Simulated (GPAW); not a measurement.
Consider YTe (Fm-3m).

```
Te Y
1.0
     0.00000    3.04000    3.04000
     3.04000    0.00000    3.04000
     3.04000    3.04000    0.00000
Te Y
1 1
Direct
  0.00000 0.00000 0.00000
  0.50000 0.50000 0.50000
```

Absorber: atom 1, with 6 Y at 3.04 Å (octahedral, site symmetry m-3m). Method: GPAW, LDA, excited-electron core hole (neutral cell), 8-atom cell with 6.1 Å between holes, 4×4×4 k points, dipole transitions, Gaussian full width 9.89 eV.

The database entry behind the starting cell differs from later determinations by our own check (0.1 to 0.3 % short, probably kX units), so it need not match the best structure at ambient conditions.

Where do the maxima of the Te K edge fall?

Main maxima up to 26 eV above the zero (height): 6.4 eV (1.17) and 22.6 eV (1.10). A K edge sees empty p states on the absorber. 

The Te K spectrum (energy from the lowest empty level; intensity scaled to a mean of 1 over the first 20 eV):

```tsv
E (eV)	intensity
-2.0	0.37
-1.5	0.43
-1.0	0.49
-0.5	0.55
0.0	0.62
0.5	0.69
1.0	0.75
1.5	0.82
2.0	0.88
2.5	0.94
3.0	0.99
3.5	1.04
4.0	1.08
4.5	1.12
5.0	1.14
5.5	1.16
6.0	1.17
6.5	1.17
7.0	1.16
7.5	1.15
8.0	1.13
8.5	1.11
9.0	1.09
9.5	1.06
10.0	1.04
10.5	1.01
11.0	0.99
11.5	0.97
12.0	0.95
12.5	0.94
13.0	0.93
13.5	0.92
14.0	0.92
14.5	0.92
15.0	0.93
15.5	0.93
16.0	0.94
16.5	0.96
17.0	0.97
17.5	0.99
18.0	1.00
18.5	1.02
19.0	1.03
19.5	1.05
20.0	1.06
20.5	1.07
21.0	1.08
21.5	1.09
22.0	1.10
22.5	1.10
23.0	1.10
23.5	1.09
24.0	1.09
24.5	1.08
25.0	1.07
25.5	1.06
26.0	1.04
26.5	1.03
27.0	1.02
27.5	1.01
28.0	0.99
28.5	0.98
29.0	0.97
29.5	0.95
30.0	0.94
30.5	0.92
31.0	0.91
31.5	0.89
```

The script folds with a Gaussian, whereas the core hole's own line is a Lorentzian, so the onset is too steep and the first peak too high. The primitive cell holds an odd number of electrons, so a spin-paired run has to come out metallic; that is right for a metal, but some such compounds are magnetic or distorted insulators. The holes are only 6.1 Å apart, so the shape is probably not converged with cell size; no larger cell was run here. Lifetime broadening is put in by hand, and intensities beyond about 20 eV depend on it and on the partial waves. The structure is a published determination, not relaxed.

[Banner, clock and machine lines of the logs are left out without a mark of their own.]

[Logs are printed without paths, hosts, clocks, repeated set-up lines and the standing remarks that a program may print on its own settings, such as how far it seeks lower states.]

[Hosts, paths, dates, database ids (printed as entryN), source tags and the programs' standing remarks are cut or masked in the printed files.]

[Lists of maxima count a maximum above −3 eV only where it reaches 4 % of the highest in the window and stands out from its surroundings by 2 % of it (1.5 % where it reaches 55 %); shoulders and weaker maxima are passed over, and of the rest the first, up to two pre-edge ones and the few strongest are named.]
